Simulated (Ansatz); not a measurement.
# GaAs wire along [110], 8 atoms a period, H-terminated: bands under strain

Aim: is the GaAs wire along [110], 8 atoms a period, H-terminated a metal or a semiconductor?

Main program and level: Ansatz 0.2.0; DFT PBE, plane waves, PAW; relaxation of a wire's period, in the first sound run; inputs show where later runs differ.

### 1. Set-up

The cell holds 16 atoms: 8 H, 4 Ga and 4 As. Cell: a = 15.795 Å, b = 13.446 Å, c = 4.066 Å, α = 90.0°, β = 90.0°, γ = 90.0°. Vacuum lies along a and b. The structure's axis is c.

### 2. The relaxed wire

Band widths follow the bond lengths, so the wire is relaxed first. The atoms and the third cell vector are free; the box across stays fixed as vacuum. A Fermi-Dirac smearing is set since the result may be a metal. The pressure printed is a third of the stress's trace over the whole box, vacuum included; only the stress along the axis is relaxed.

Contents of input.yaml:

```yaml
crystal:
  lattice:
    - [15.795, 0.0, 0.0]
    - [0.0, 13.446, 0.0]
    - [0.0, 0.0, 4.0658639918]
  atoms:
    - { symbol: H, position: [0.397277619, 0.252863305, 0.0] }
    - { symbol: Ga, position: [0.455030923, 0.348807422, 0.0] }
    - { symbol: H, position: [0.215257993, 0.595943864, 0.5] }
    - { symbol: H, position: [0.215257993, 0.40405563, 0.5] }
    - { symbol: Ga, position: [0.273011296, 0.499999747, 0.5] }
    - { symbol: As, position: [0.546040736, 0.651192071, 0.5] }
    - { symbol: As, position: [0.546040736, 0.348807422, 0.5] }
    - { symbol: H, position: [0.602697458, 0.745314465, 0.5] }
    - { symbol: H, position: [0.602697458, 0.254685029, 0.5] }
    - { symbol: Ga, position: [0.637050549, 0.499999747, 0.5] }
    - { symbol: As, position: [0.36402111, 0.499999747, 0.0] }
    - { symbol: H, position: [0.397277619, 0.747136188, 0.0] }
    - { symbol: Ga, position: [0.455030923, 0.651192071, 0.0] }
    - { symbol: As, position: [0.728060362, 0.499999747, 0.0] }
    - { symbol: H, position: [0.784717084, 0.59412214, 0.0] }
    - { symbol: H, position: [0.784717084, 0.405877353, 0.0] }
kpoints:
  mp_grid: { grid: [1, 1, 20] }
scf:
  occupations: { method: fermi_dirac, width: 0.05 }
hamiltonian:
  xc: pbe
relax:
  cell: { fix: [a, b, alpha, beta, gamma] }
  max_steps: 45
  f_tol: 0.03
```

Started as:

```bash
ansatz run input.yaml --threads 4 --pin off --max-ram 16384MiB --backend cpu --events-out ev --progress --plain --runs-dir out
```

Numbers of over 12 decimals in the logs are rounded to 6 here.

The program printed:

```text
Engine: ansatz 0.2.0, aarch64-unknown-linux-gnu
Pseudopotentials: kind: paw
Pseudopotential: H, paw, valence charge 1, recommended cutoff 420 eV (normal), H.paw.azcp
Pseudopotential: Ga, paw, valence charge 13, recommended cutoff 420 eV (normal), Ga.paw.azcp
Pseudopotential: As, paw, valence charge 15, recommended cutoff 420 eV (normal), As.paw.azcp
Functional definition: PBE
  parameter kappa = 0.804
  parameter beta = 0.066725
  exchange = pbe_x(kappa = kappa, mu = beta*pi^2/3)
  correlation = pbe_c(beta = beta)
Crystal: 16 atoms, lattice volume = 863.506 Å³
Basis set: ecut = 420 eV, 16909 PW (Γ), exchange–correlation on 216×180×60 points (8 copies of the dense FFT grid, shifted against one another)
Bands: 76, of which v1, the nominal top of the filled ones, is band 60 counted from 1 (59 counted from 0)
Symmetry: 4 space group operations
Space group: Pmm2 (ITA 25), of the structure as read, at distance tolerance 9.5e-5 Å
k-points: 11 of 20
Non-local potential: H, projectors of the file, l = 0: 2, l = 1: 1
Non-local potential: Ga, projectors of the file, l = 0: 2, l = 1: 2, l = 2: 3, l = 3: 1
Non-local potential: As, projectors of the file, l = 0: 2, l = 1: 2, l = 2: 3, l = 3: 1
PAW form: soft (Blöchl's): semilocal exchange-correlation on the pseudo side does not see the compensation charge
PAW one-centre angular grid: H, 110 points (default); XC on 64 Gauss nodes
PAW one-centre angular grid: Ga, 590 points (default); XC on 64 Gauss nodes
PAW one-centre angular grid: As, 590 points (default); XC on 64 Gauss nodes
Initial density: superposition of atomic densities (neutral atoms: chi_scale 0, normalization atom), corrected by the library's trained network
Initial wavefunctions: pseudopotential atomic-orbital guess
Functional: x = pbe(κ = 0.804, μ = 0.219515), c = pbe(β = 0.066725)
SCF iter   1: F=—  HF=-34683.185145 eV  |F-HF|=—  |Δ(HF+E_count)|=         —  Δρ=2.89e-3  dr2=7.84e-1  ethr=1.77e-3  ⟨swp⟩=7.0  Hψ=3488  notcnv=0  defer=6
preconditioner: auto → Resta (q_TF=auto, 1.964 Å⁻¹)  ε∞=1.7  [insulator: Δε(μ)=2.215 eV  Ē_g=13.743 eV  σ=0.050 eV  W_gap=1.00  n_scr=110 (ndim 8)  ℏωp=11.3 eV  f_vac=0.666  D(μ)=0.00/eV (n_scr^D=0)  ε∞_Penn≈1.7  vacuum switching on, ρ_ref=1.4e-2 e/Å³]
SCF iter   2: F=—  HF=-34682.981279 eV  |F-HF|=—  |Δ(HF+E_count)|=   2.04e-1  Δρ=2.26e-3  dr2=1.57e-1  ethr=6.53e-4  ⟨swp⟩=3.0  Hψ=1150  notcnv=0  defer=117
SCF iter   3: F=—  HF=-34682.952081 eV  |F-HF|=—  |Δ(HF+E_count)|=   2.92e-2  Δρ=7.78e-4  dr2=1.08e-2  ethr=1.31e-4  ⟨swp⟩=3.5  Hψ=1243  notcnv=0  defer=87
SCF iter   4: F=—  HF=-34682.952205 eV  |F-HF|=—  |Δ(HF+E_count)|=   1.25e-4  Δρ=3.08e-4  dr2=1.20e-3  ethr=9.00e-6  ⟨swp⟩=2.0  Hψ=1044  notcnv=0  defer=87
SCF iter   5: F=—  HF=-34682.952450 eV  |F-HF|=—  |Δ(HF+E_count)|=   2.44e-4  Δρ=1.07e-4  dr2=1.40e-4  ethr=1.00e-6  ⟨swp⟩=2.0  Hψ=1188  notcnv=0  defer=87
SCF iter   6: F=—  HF=-34682.952441 eV  |F-HF|=—  |Δ(HF+E_count)|=   8.39e-6  Δρ=3.38e-5  dr2=1.16e-5  ethr=1.17e-7  ⟨swp⟩=2.0  Hψ=1189  notcnv=0  defer=87
SCF iter   7: F=—  HF=-34682.952537 eV  |F-HF|=—  |Δ(HF+E_count)|=   9.61e-5  Δρ=1.20e-5  dr2=1.81e-6  ethr=9.68e-9  ⟨swp⟩=3.0  Hψ=1457  notcnv=0  defer=87
SCF iter   8: F=—  HF=-34682.952538 eV  |F-HF|=—  |Δ(HF+E_count)|=   9.86e-7  Δρ=4.95e-6  dr2=2.36e-7  ethr=1.51e-9  ⟨swp⟩=2.0  Hψ=1189  notcnv=0  defer=87
SCF iter   9: F=-34682.952539 eV  HF=-34682.952539 eV  |F-HF|=1.47e-8  |Δ(HF+E_count)|=   2.45e-7  Δρ=1.30e-6  dr2=1.56e-8  ethr=8.33e-11  ⟨swp⟩=4.0  Hψ=2640  notcnv=0
SCF 1 converged in 9 iterations: F = -34682.952539 eV  dr2 = 1.56e-8
  greatest PAW one-centre occupation: 0.999 electrons in one spin orbital (limit 2), on the As atom at site 13 (counted from 0), in its partial waves of l = 2
relax step   1: F+E_penalty+E_count = -34682.95253874 eV  Δ(F+E_penalty+E_count) = +0.000e0 eV  max|allowed force component| = 9.092e-1 eV/Å  Δτ_max = 0.0000 Å  P = -0.262 GPa  Ω = 863.506 Å³  fix = [a, b, alpha, beta, gamma]  reactions: a -0.401, b -0.863 GPa  (9 SCF iters, dr2 threshold 1.00e-7 eV, accepted)
Crystal: 16 atoms, lattice volume = 869.651 Å³
Basis set: ecut = 420 eV, 17025 PW (Γ), exchange–correlation on 216×180×60 points (8 copies of the dense FFT grid, shifted against one another)
Initial density: handed on by an earlier stage of this run
Initial wavefunctions: those handed on with the density
iter 1 solved again at ethr=3.86e-4 eV; its pass at ethr=3.10e-3 eV (dr2=4.63e-1 eV) is discarded
SCF iter   1: F=—  HF=-34683.324550 eV  |F-HF|=—  |Δ(HF+E_count)|=         —  Δρ=8.39e-3  dr2=4.72e-1  ethr=3.86e-4  ⟨swp⟩=2.7  Hψ=3754  notcnv=0
preconditioner: auto → Resta (q_TF=auto, 1.961 Å⁻¹)  ε∞=1.7  [insulator: Δε(μ)=1.085 eV  Ē_g=13.603 eV  σ=0.050 eV  W_gap=1.00  n_scr=110 (ndim 8)  ℏωp=11.3 eV  f_vac=0.672  D(μ)=0.00/eV (n_scr^D=0)  ε∞_Penn≈1.7  vacuum switching on, ρ_ref=1.3e-2 e/Å³]
SCF iter   2: F=—  HF=-34683.234734 eV  |F-HF|=—  |Δ(HF+E_count)|=   8.98e-2  Δρ=4.16e-3  dr2=8.70e-2  ethr=3.86e-4  ⟨swp⟩=4.1  Hψ=1392  notcnv=0
SCF iter   3: F=—  HF=-34683.234164 eV  |F-HF|=—  |Δ(HF+E_count)|=   5.70e-4  Δρ=1.15e-3  dr2=3.38e-2  ethr=7.25e-5  ⟨swp⟩=3.0  Hψ=1254  notcnv=0  defer=107
SCF iter   4: F=—  HF=-34683.227583 eV  |F-HF|=—  |Δ(HF+E_count)|=   6.58e-3  Δρ=3.66e-4  dr2=1.13e-3  ethr=2.82e-5  ⟨swp⟩=2.2  Hψ=945  notcnv=0  defer=107
SCF iter   5: F=—  HF=-34683.227783 eV  |F-HF|=—  |Δ(HF+E_count)|=   2.00e-4  Δρ=9.51e-5  dr2=1.13e-4  ethr=9.40e-7  ⟨swp⟩=2.0  Hψ=1276  notcnv=0  defer=107
SCF iter   6: F=—  HF=-34683.227778 eV  |F-HF|=—  |Δ(HF+E_count)|=   4.37e-6  Δρ=3.37e-5  dr2=1.27e-5  ethr=9.45e-8  ⟨swp⟩=2.0  Hψ=1224  notcnv=0  defer=107
SCF iter   7: F=-34683.227782 eV  HF=-34683.227782 eV  |F-HF|=1.36e-8  |Δ(HF+E_count)|=   3.51e-6  Δρ=1.05e-5  dr2=1.30e-6  ethr=1.33e-9  ⟨swp⟩=4.6  Hψ=2664  notcnv=0
SCF 2 converged in 7 iterations: F = -34683.227782 eV  dr2 = 1.30e-6
relax step   2: F+E_penalty+E_count = -34683.22778168 eV  Δ(F+E_penalty+E_count) = -2.752e-1 eV  max|allowed force component| = 6.448e-1 eV/Å  Δτ_max = 0.1945 Å  P = -0.101 GPa  Ω = 869.651 Å³  energy of the carried Pulay correction = -9.419e-4 eV  fix = [a, b, alpha, beta, gamma]  reactions: a -0.279, b -0.325 GPa  (7 SCF iters, dr2 threshold 1.60e-6 eV, accepted)
Crystal: 16 atoms, lattice volume = 874.987 Å³
Basis set: ecut = 420 eV, 17077 PW (Γ), exchange–correlation on 216×180×60 points (8 copies of the dense FFT grid, shifted against one another)
iter 1 solved again at ethr=5.09e-5 eV; its pass at ethr=3.10e-3 eV (dr2=6.10e-2 eV) is discarded
SCF iter   1: F=—  HF=-34683.316964 eV  |F-HF|=—  |Δ(HF+E_count)|=         —  Δρ=3.32e-3  dr2=6.41e-2  ethr=5.09e-5  ⟨swp⟩=2.3  Hψ=3287  notcnv=0
preconditioner: auto → Resta (q_TF=auto, 1.959 Å⁻¹)  ε∞=1.7  [insulator: Δε(μ)=1.207 eV  Ē_g=13.685 eV  σ=0.050 eV  W_gap=1.00  n_scr=118 (ndim 8)  ℏωp=11.2 eV  f_vac=0.672  D(μ)=0.00/eV (n_scr^D=0)  ε∞_Penn≈1.7  vacuum switching on, ρ_ref=1.4e-2 e/Å³]
SCF iter   2: F=—  HF=-34683.305643 eV  |F-HF|=—  |Δ(HF+E_count)|=   1.13e-2  Δρ=1.58e-3  dr2=1.18e-2  ethr=5.09e-5  ⟨swp⟩=3.2  Hψ=1236  notcnv=0
SCF iter   3: F=—  HF=-34683.305449 eV  |F-HF|=—  |Δ(HF+E_count)|=   1.94e-4  Δρ=4.72e-4  dr2=4.52e-3  ethr=9.87e-6  ⟨swp⟩=2.2  Hψ=1297  notcnv=0
SCF iter   4: F=—  HF=-34683.304489 eV  |F-HF|=—  |Δ(HF+E_count)|=   9.61e-4  Δρ=1.10e-4  dr2=1.16e-4  ethr=3.76e-6  ⟨swp⟩=2.6  Hψ=1252  notcnv=0
SCF iter   5: F=—  HF=-34683.304590 eV  |F-HF|=—  |Δ(HF+E_count)|=   1.01e-4  Δρ=3.24e-5  dr2=1.11e-5  ethr=9.70e-8  ⟨swp⟩=2.0  Hψ=1306  notcnv=0  defer=1
SCF iter   6: F=-34683.304590 eV  HF=-34683.304591 eV  |F-HF|=6.98e-7  |Δ(HF+E_count)|=   1.11e-6  Δρ=9.69e-6  dr2=1.21e-6  ethr=1.33e-9  ⟨swp⟩=5.0  Hψ=3047  notcnv=0
SCF 3 converged in 6 iterations: F = -34683.304590 eV  dr2 = 1.21e-6
relax step   3: F+E_penalty+E_count = -34683.30459028 eV  Δ(F+E_penalty+E_count) = -7.681e-2 eV  max|allowed force component| = 1.495e-1 eV/Å  Δτ_max = 0.0878 Å  P = -0.022 GPa  Ω = 874.987 Å³  energy of the carried Pulay correction = -1.755e-3 eV  fix = [a, b, alpha, beta, gamma]  reactions: a -0.090, b -0.098 GPa  (6 SCF iters, dr2 threshold 1.60e-6 eV, accepted)
[...]
relax step   4: F+E_penalty+E_count = -34683.30865326 eV  Δ(F+E_penalty+E_count) = -4.063e-3 eV  max|allowed force component| = 1.738e-2 eV/Å  Δτ_max = 0.0228 Å  P = +0.006 GPa  Ω = 878.393 Å³  energy of the carried Pulay correction = -2.271e-3 eV  fix = [a, b, alpha, beta, gamma]  reactions: a -0.033, b +0.014 GPa  (5 SCF iters, dr2 threshold 1.40e-6 eV, accepted)
Initial wavefunctions: pseudopotential atomic-orbital guess (no wavefunctions were taken with the density)
iter 1 solved again at ethr=5.32e-7 eV; its pass at ethr=3.10e-3 eV (dr2=6.38e-4 eV) is discarded
SCF iter   1: F=—  HF=-34683.297091 eV  |F-HF|=—  |Δ(HF+E_count)|=         —  Δρ=1.49e-4  dr2=5.82e-6  ethr=5.32e-7  ⟨swp⟩=3.2  Hψ=5676  notcnv=0
preconditioner: auto → Resta (q_TF=auto, 1.958 Å⁻¹)  ε∞=1.7  [insulator: Δε(μ)=1.358 eV  Ē_g=13.670 eV  σ=0.050 eV  W_gap=1.00  n_scr=118 (ndim 8)  ℏωp=11.2 eV  f_vac=0.673  D(μ)=0.00/eV (n_scr^D=0)  ε∞_Penn≈1.7  vacuum switching on, ρ_ref=1.4e-2 e/Å³]
SCF iter   2: F=—  HF=-34683.306447 eV  |F-HF|=—  |Δ(HF+E_count)|=   9.36e-3  Δρ=7.48e-5  dr2=1.69e-6  ethr=4.85e-9  ⟨swp⟩=3.0  Hψ=1528  notcnv=0
SCF iter   3: F=—  HF=-34683.310492 eV  |F-HF|=—  |Δ(HF+E_count)|=   4.04e-3  Δρ=2.37e-5  dr2=4.84e-7  ethr=1.41e-9  ⟨swp⟩=3.0  Hψ=1446  notcnv=0
SCF iter   4: F=—  HF=-34683.311208 eV  |F-HF|=—  |Δ(HF+E_count)|=   7.16e-4  Δρ=2.23e-6  dr2=3.83e-8  ethr=4.04e-10  ⟨swp⟩=2.7  Hψ=1423  notcnv=0
SCF iter   5: F=—  HF=-34683.311218 eV  |F-HF|=—  |Δ(HF+E_count)|=   9.56e-6  Δρ=6.89e-7  dr2=9.15e-9  ethr=3.19e-11  ⟨swp⟩=2.1  Hψ=1106  notcnv=0
SCF iter   6: F=—  HF=-34683.311219 eV  |F-HF|=—  |Δ(HF+E_count)|=   7.15e-7  Δρ=3.08e-7  dr2=3.22e-9  ethr=7.63e-12  ⟨swp⟩=2.0  Hψ=1111  notcnv=0
SCF iter   7: F=-34683.311219 eV  HF=-34683.311219 eV  |F-HF|=3.26e-8  |Δ(HF+E_count)|=   1.03e-7  Δρ=8.84e-8  dr2=1.10e-10  ethr=1.00e-12  ⟨swp⟩=3.4  Hψ=3247  notcnv=0
SCF 5 converged in 7 iterations: F = -34683.311219 eV  dr2 = 1.10e-10
relax step   5: F+E_penalty+E_count = -34683.31121881 eV  Δ(F+E_penalty+E_count) = -2.566e-3 eV  max|allowed force component| = 1.726e-2 eV/Å  Δτ_max = 0.0000 Å  P = +0.008 GPa  Ω = 878.393 Å³  fix = [a, b, alpha, beta, gamma]  reactions: a -0.032, b +0.014 GPa  stress off target by 4.22e-2 GPa on what of the cell is left free  SCF on the basis re-selected at this cell (its energy is not comparable with the rows above)  (7 SCF iters)
basis re-selected at this cell: Δ(F+E_penalty+E_count) = -2.566e-3 eV, ΔP = +0.002 GPa vs the last step (what re-selecting the basis moved, of the pressure what is left beyond the Pulay correction that the steps carried, after the strain that the cell walked since its last selection, with what the two solves' SCF thresholds leave and, on support functions, any second-order correction that the steps lacked; it is no m [...]
SCF converged after 7 iterations
Free energy (F): -34683.311219 eV
Harris-Foulkes:  -34683.311219 eV  (|F-HF|=3.26e-8)
Internal energy: -34683.311219 eV  (E = F + TS)
E sigma→0 (E₀):  -34683.311219 eV
Entropy (-TS):   -0.000000 eV (-0.000 meV/atom)
Fermi energy:    -1.429946 eV
--- Per-component energies (eV) ---
  E_band       = -2424.282217
  E_kinetic    = 975.336342
  E_local      = -56089.784484  (includes V_loc(G=0)·N_el)
  E_nonlocal   = -971.525560
  E_hartree    = 27509.080482
  E_xc         = -659.510012
  E_vxc        = -634.030813  (∫ρ·V_xc dr)
  E_paw        = -15300.714575  (= ΣΔE_a)
  E_vpaw       = -722.428465  (= ΣTr[D̂ρ^β])
  E_aug_tail   = -0.009732  (compensation charges beyond the density's cutoff)
  E_ewald      = 9853.816321
  E_smearing   = -0.000000  (= −TS)
  E_closure    = -0.000000  (closes the sum)
  Σ components = -34683.311219   (vs F -34683.311219, Δ=0.00e0)
--- Forces (eV/Å), atoms counted from 1 ---
  atom   1  H      0.00566152    -0.00739641     0.00000000
  atom   2  Ga     0.00367103    -0.00134015     0.00000000
  atom   3  H      0.00755982    -0.00542752     0.00000000
  atom   4  H      0.00755982     0.00542752     0.00000000
  atom   5  Ga    -0.01236091     0.00000000     0.00000000
  atom   6  As    -0.00991023    -0.00083052     0.00000000
  atom   7  As    -0.00991023     0.00083052     0.00000000
  atom   8  H      0.00193025    -0.00199222     0.00000000
  atom   9  H      0.00193025     0.00199222     0.00000000
  atom  10  Ga     0.00719586     0.00000000     0.00000000
  atom  11  As    -0.01725543     0.00000000     0.00000000
  atom  12  H      0.00566152     0.00739641     0.00000000
  atom  13  Ga     0.00367103     0.00134015     0.00000000
  atom  14  As    -0.00593629     0.00000000     0.00000000
  atom  15  H      0.00526848    -0.00243461     0.00000000
  atom  16  H      0.00526848     0.00243461     0.00000000
  max |Σ_I F_I| component: 4.97e-6 eV/Å
--- Stress (GPa, compression-positive) ---
       -0.032002       0.000000       0.000000
        0.000000       0.013627       0.000000
        0.000000       0.000000       0.042245
  P = ⅓ Tr σ = 0.0080 GPa (0.080 kbar)
--- Relaxed structure (4 steps of the walk, 4 accepted, 1 SCFs on fresh bases) ---
  F+E_penalty+E_count = -34683.31121881 eV   max|allowed force component| = 1.726e-2 eV/Å   (the final SCF, on the basis selected at the relaxed cell)
  cell:  # Å, volume = 878.3932 Å³
    - [15.795, 0.0, 0.0]
    - [0.0, 13.446, 0.0]
    - [0.0, 0.0, 4.135959]
  atoms:
    - { symbol: H, position: [0.404265, 0.245382, 0.0] }
    - { symbol: Ga, position: [0.448967, 0.349155, 0.0] }
    - { symbol: H, position: [0.224767, 0.602945, 0.5] }
    - { symbol: H, position: [0.224767, 0.397055, 0.5] }
    - { symbol: Ga, position: [0.271260, 0.5, 0.5] }
    - { symbol: As, position: [0.541339, 0.646154, 0.5] }
    - { symbol: As, position: [0.541339, 0.353846, 0.5] }
    - { symbol: H, position: [0.603776, 0.732869, 0.5] }
    - { symbol: H, position: [0.603776, 0.267131, 0.5] }
    - { symbol: Ga, position: [0.631304, 0.5, 0.5] }
    - { symbol: As, position: [0.364458, 0.5, 0.0] }
    - { symbol: H, position: [0.404265, 0.754618, 0.0] }
    - { symbol: Ga, position: [0.448967, 0.650845, 0.0] }
    - { symbol: As, position: [0.721566, 0.5, 0.0] }
    - { symbol: H, position: [0.784685, 0.585263, 0.0] }
    - { symbol: H, position: [0.784685, 0.414737, 0.0] }
```

Elapsed: 89 s, on 4 threads of Arm Neoverse V1, shared host; peak memory 1.8 GiB.

Step by step:

```csv
step,energy less that of the first step (eV),largest force component (eV/Å),pressure (GPa),volume (Å³)
1,0.0000,0.9092,-0.26,863.51
2,-0.2752,0.6448,-0.10,869.65
3,-0.3521,0.1495,-0.02,874.99
4,-0.3561,0.0174,0.01,878.39
5*,-0.3587,0.0173,0.01,878.39
```

Relaxation steps marked * repeat the geometry before them on a plane-wave basis chosen anew for their cell, so energy and pressure can jump there.

The run keeps the 4 symmetry operations that it works with, so distortions that break them were not tested.

```csv
cell as run,before,after,change
c (Å),4.066,4.136,+1.7 %
```

The atoms that moved most (Å, along periodic axes as changes of fractional coordinates times the final cell, across vacuum about the mean position):

```csv
atom,dx,dy,dz,length
H4,0.150,-0.094,0.000,0.177
H3,0.150,0.094,0.000,0.177
H8,0.017,-0.167,0.000,0.168
H9,0.017,0.167,0.000,0.168
H12,0.110,0.101,0.000,0.149
H1,0.110,-0.101,0.000,0.149
H16,-0.001,0.119,0.000,0.119
H15,-0.001,-0.119,0.000,0.119
```

The relaxed structure:

```cif
data_structure
_symmetry_space_group_name_H-M 'P 1'
_symmetry_Int_Tables_number 1
_cell_length_a 15.7950
_cell_length_b 13.4460
_cell_length_c 4.1360
_cell_angle_alpha 90.000
_cell_angle_beta 90.000
_cell_angle_gamma 90.000
_cell_volume 878.39
loop_
_atom_site_label
_atom_site_type_symbol
_atom_site_fract_x
_atom_site_fract_y
_atom_site_fract_z
_atom_site_occupancy
H1 H 0.40427 0.24538 0.00000 1
Ga2 Ga 0.44897 0.34915 0.00000 1
H3 H 0.22477 0.60295 0.50000 1
H4 H 0.22477 0.39705 0.50000 1
Ga5 Ga 0.27126 0.50000 0.50000 1
As6 As 0.54134 0.64615 0.50000 1
As7 As 0.54134 0.35385 0.50000 1
H8 H 0.60378 0.73287 0.50000 1
H9 H 0.60378 0.26713 0.50000 1
Ga10 Ga 0.63130 0.50000 0.50000 1
As11 As 0.36446 0.50000 0.00000 1
H12 H 0.40427 0.75462 0.00000 1
Ga13 Ga 0.44897 0.65085 0.00000 1
As14 As 0.72157 0.50000 0.00000 1
H15 H 0.78468 0.58526 0.00000 1
H16 H 0.78468 0.41474 0.00000 1
```

Numbers from this step:

```yaml
cell_length_along_the_wire: 4.136 Å
```

The cell's length comes to 4.136 Å with spin left out.

(Continued in part 2 of 3.)

[Logs are printed without paths, hosts, clocks, repeated set-up lines and the standing remarks that a program may print on its own settings, such as how far it seeks lower states.]

[Hosts, paths, dates, database ids (printed as entryN), source tags and the programs' standing remarks are cut or masked in the printed files.]
